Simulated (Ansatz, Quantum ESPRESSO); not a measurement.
# Complex bands of BAs, zinc blende type, lattice constant set to 4.747 Å, part 2 of 2

Aim: how fast states decay in the gap of BAs, zinc blende type, lattice constant set to 4.747 Å.

Quantum ESPRESSO 7.5; plane-wave DFT, LDA, GBRV ultrasoft pseudopotentials; cross-check by Ansatz 0.2.0 with PAW datasets.

So far. Step 2 (Self-consistent run): The run needed 11 iterations to bring the estimated error under 1e-09 Ry. Step 5 (Complex bands with pwcond.x, with ikind = 1): The message: “do_cond (1): different cut-offs on left lead and scattering region”. ikind = 1 needs a scattering region, which this input doesn't give; ikind = 0 solves the crystal alone.

## Step 6: The same in Ansatz

As a check, the same structure is run in Ansatz.

Level of this step: plane-wave DFT, LDA, Ansatz PAW (Ansatz 0.2.0).

The input, input.yaml:

```yaml
crystal:
  lattice:
    - [3.3566358903, 0.0, 0.0]
    - [0.0, 3.3566358903, 0.0]
    - [0.0, 0.0, 4.747]
  atoms:
    - { symbol: B, position: [0.0, 0.0, 0.0] }
    - { symbol: As, position: [0.5, 0.0, 0.25] }
    - { symbol: B, position: [0.5, 0.5, 0.5] }
    - { symbol: As, position: [0.0, 0.5, 0.75] }
kpoints:
  mp_grid: { grid: [8, 8, 6] }
hamiltonian:
  xc: lda
scf:
  occupations: { method: fixed }
  convergence: { dr2_threshold: 1.0e-09 }
output:
  transmission:
    leads: [[0, 0]]
    kpoints: [[0, 0], [0.5, 0], [0.5, 0.5], [0.25, 0]]
    e_range: [-2.04, 4.93]
    de: 0.17
```

The run is started by

```console
ansatz run input.yaml --threads 2 --pin off --max-ram 4096MiB --backend cpu --events-out ev --progress --plain --runs-dir out
```

Elapsed: 4.7 s, on 2 threads of Intel Xeon 6975P-C (Granite Rapids), shared host; peak memory 0.43 GiB; 9.1 s of CPU time.

This step gave:

| Quantity | Value |
| --- | --- |
| free energy | -9847.0543 eV |
| gap by band count | 1.119 eV |
| symmetry operations | 16 |
| slowest decay at the grid energy nearest mid-gap | 0.1581 Å⁻¹ |
| peak of the smallest κ at the zone centre | 0.1889 Å⁻¹ |
| peak of the smallest κ at (1/2, 0) | 0.2584 Å⁻¹ |
| peak of the smallest κ at (1/4, 0) | 0.2527 Å⁻¹ |
| valence top, on the run's zero | 11.14 eV |

K across = (0, 0) in the cell's reciprocal vectors; values within 0.0025 1/Å of each other count once, columns are sorted by size at each energy, a dash where no further value was kept. Table of Im kz of the slowest decaying states by energy, zero at the highest filled level of the SCF mesh:

```
energy (eV)  decay 1 (Å⁻¹)  decay 2 (Å⁻¹)  decay 3 (Å⁻¹)
      -2.04          0.944              -              -
      -1.70          0.892              -              -
      -1.36          0.836              -              -
      -1.02          0.777              -              -
      -0.68          0.713              -              -
      -0.34          0.642              -              -
       0.00        0.00374          0.563              -
       0.34          0.134          0.140          0.470
       0.68          0.176          0.192          0.353
       1.02          0.164          0.198          0.227
       1.36         0.0215          0.209          0.253
       1.53          0.210          0.263              -
       1.87          0.207          0.280              -
       2.21          0.194          0.293           1.49
       2.55          0.171          0.303           1.46
       2.89          0.132          0.312           1.44
       3.23         0.0483          0.323           1.41
       3.57          0.141          0.338           1.38
       3.91          0.169          0.358           1.36
       4.25          0.160          0.378           1.33
       4.59          0.123          0.393           1.30
       4.93          0.403           1.27              -
```

K across = (0, 0) in the cell's reciprocal vectors. Table of Re kz of states that move upwards by energy, zero at the highest filled level of the SCF mesh:

```
energy (eV)  channel 1 (Å⁻¹)  channel 2 (Å⁻¹)  channel 3 (Å⁻¹)  channel 4 (Å⁻¹)
      -2.04           -0.502           -0.502           -0.413                -
      -1.70           -0.432           -0.432           -0.369                -
      -1.36           -0.365           -0.365           -0.322                -
      -1.02           -0.298           -0.298           -0.272                -
      -0.68           -0.230           -0.230           -0.216                -
      -0.34           -0.153           -0.153           -0.148                -
       0.00                -                -                -                -
       0.34                -                -                -                -
       0.68                -                -                -                -
       1.02                -                -                -                -
       1.36            0.540                -                -                -
       1.87           -0.557            0.183                -                -
       2.21           -0.440            0.270                -                -
       2.55           -0.330            0.343                -                -
       2.89           -0.217            0.408                -                -
       3.23          -0.0667            0.467                -                -
       3.57            0.126            0.126            0.522                -
       3.91            0.192            0.192            0.574                -
       4.25            0.247            0.247            0.624                -
       4.59           -0.651            0.297            0.297                -
       4.93           -0.600           0.0502            0.344            0.344
```

K across = (1/2, 0) in the cell's reciprocal vectors; values within 0.0025 1/Å of each other count once, columns are sorted by size at each energy, a dash where no further value was kept. Table of Im kz of the slowest decaying states by energy, zero at the highest filled level of the SCF mesh:

```
energy (eV)  decay 1 (Å⁻¹)  decay 2 (Å⁻¹)  decay 3 (Å⁻¹)
      -2.04          0.219           1.29              -
      -1.70         0.0885          0.350           1.25
      -1.36          0.155          0.522           1.21
      -1.02          0.194          0.592           1.16
      -0.68          0.220          0.630           1.12
      -0.34          0.239          0.650           1.08
       0.00          0.251          0.658           1.03
       0.34          0.257          0.660          0.984
       0.68          0.258          0.655          0.934
       1.02          0.254          0.645          0.882
       1.36          0.245          0.630          0.826
       1.53          0.237          0.621          0.797
       1.87          0.216          0.601          0.735
       2.21          0.183          0.576          0.667
       2.55          0.125          0.547          0.589
       2.89          0.496          0.512              -
       3.23          0.366          0.473              -
       3.57         0.0780          0.425              -
       3.91          0.199          0.368              -
       4.25          0.201          0.293              -
       4.59          0.157          0.182              -
       4.93          0.203              -              -
```

K across = (1/2, 1/2) in the cell's reciprocal vectors; values within 0.0025 1/Å of each other count once, columns are sorted by size at each energy, a dash where no further value was kept. Im kz of the slowest decaying states against energy, zero at the highest filled level of the SCF mesh:

```
energy (eV)  decay 1 (Å⁻¹)  decay 2 (Å⁻¹)
      -2.04          0.320          0.325
      -1.87          0.321          0.326
      -1.53          0.319          0.326
      -1.36          0.316          0.324
      -1.02          0.307          0.317
      -0.85          0.302          0.312
      -0.68          0.294          0.306
      -0.34          0.277          0.290
      -0.17          0.266          0.280
       0.00          0.254          0.269
       0.17          0.240          0.256
       0.34          0.225          0.241
       0.68          0.186          0.204
       0.85          0.161          0.181
       1.02          0.131          0.153
       1.36         0.0558              -
       1.53              -              -
       1.87              -              -
       2.04              -              -
       2.21              -              -
       2.55              -              -
       2.72              -              -
       3.06              -              -
       3.23              -              -
       3.57              -              -
       3.74              -              -
       3.91              -              -
       4.25              -              -
       4.42              -              -
       4.76              -              -
       4.93              -              -
```

K across = (1/4, 0) in the cell's reciprocal vectors; values within 0.0025 1/Å of each other count once, columns are sorted by size at each energy, a dash where no further value was kept. Im kz of the slowest decaying states against energy, zero at the highest filled level of the SCF mesh:

```
energy (eV)  decay 1 (Å⁻¹)  decay 2 (Å⁻¹)  decay 3 (Å⁻¹)
      -2.04           1.05           1.42              -
      -1.70           1.01           1.38              -
      -1.36          0.958           1.35           1.47
      -1.02         0.0881          0.908           1.32
      -0.68          0.157          0.855           1.29
      -0.34          0.138          0.196          0.800
       0.00          0.222          0.238          0.740
       0.34          0.239          0.295          0.675
       0.68          0.249          0.333          0.604
       1.02          0.253          0.358          0.522
       1.36          0.251          0.373          0.423
       1.53          0.247          0.362          0.378
       1.87          0.185          0.236          0.381
       2.21          0.216          0.377          0.971
       2.55          0.184          0.363          0.931
       2.89          0.129          0.339          0.892
       3.23          0.300          0.835          0.853
       3.57          0.115          0.238          0.769
       3.91         0.0429          0.122          0.137
       4.25          0.113          0.122          0.620
       4.59          0.134          0.532          0.718
       4.93          0.136          0.426          0.690
```

## Step 7: A check by hand

T falls as exp(−2κd). With κ = 0.163 1/Å, 10 Å of barrier pass exp(−2 × 0.163 × 10) = 0.039 of that channel, interfaces aside.

## Step 8: Summary of results

- gap on the SCF mesh: 1.11 eV
- smallest κ at mid-gap among the four k points, at the zone centre: 0.163 Å⁻¹
- peak of the smallest κ in the stop band at the zone centre: 0.189 Å⁻¹
- peak of the smallest κ in the stop band at (1/2, 0): 0.258 Å⁻¹
- peak of the smallest κ in the stop band at (1/4, 0): 0.253 Å⁻¹
- energy of the peak at the zone centre, over the highest filled level: 0.85 eV
- peak at the zone centre by Ansatz: 0.189 Å⁻¹

What this shows: With a gap of 1.11 eV on the mesh, the smallest κ at mid-gap among the four k points, at the zone centre is 0.163 Å⁻¹ (LDA, GBRV ultrasoft). For a barrier with the Fermi level at mid-gap the slowest state found, at the zone centre, loses a factor of ten in probability every 7.1 Å or so. Stop bands away from the zone centre are mostly wider than the gap, so their peaks can lie above the conduction bottom. At the zone centre pwcond's peak is 0.189 and Ansatz's 0.189 1/Å, 0 % apart. The cell is the a/√2 one, turned by 45°, with two primitive cells, so X along [001] folds onto kz = 0. A semilocal gap is too small, often by a third to a half and by more in narrow-gap crystals, so real barriers decay faster. Spin-orbit coupling is left out; depending on the atoms that carry the levels of interest, it can split and shift them by tens to hundreds of meV.

[Logs are printed without paths, hosts, clocks, repeated set-up lines and the standing remarks that a program may print on its own settings, such as how far it seeks lower states.]

[Hosts, paths, dates, database ids (printed as entryN), source tags and the programs' standing remarks are cut or masked in the printed files.]

[Maps of the electrostatic potential energy from Ansatz leave out the sawtooth potential of an applied field or a dipole correction, so their vacuum need not be flat; planar profiles and work functions include it.]
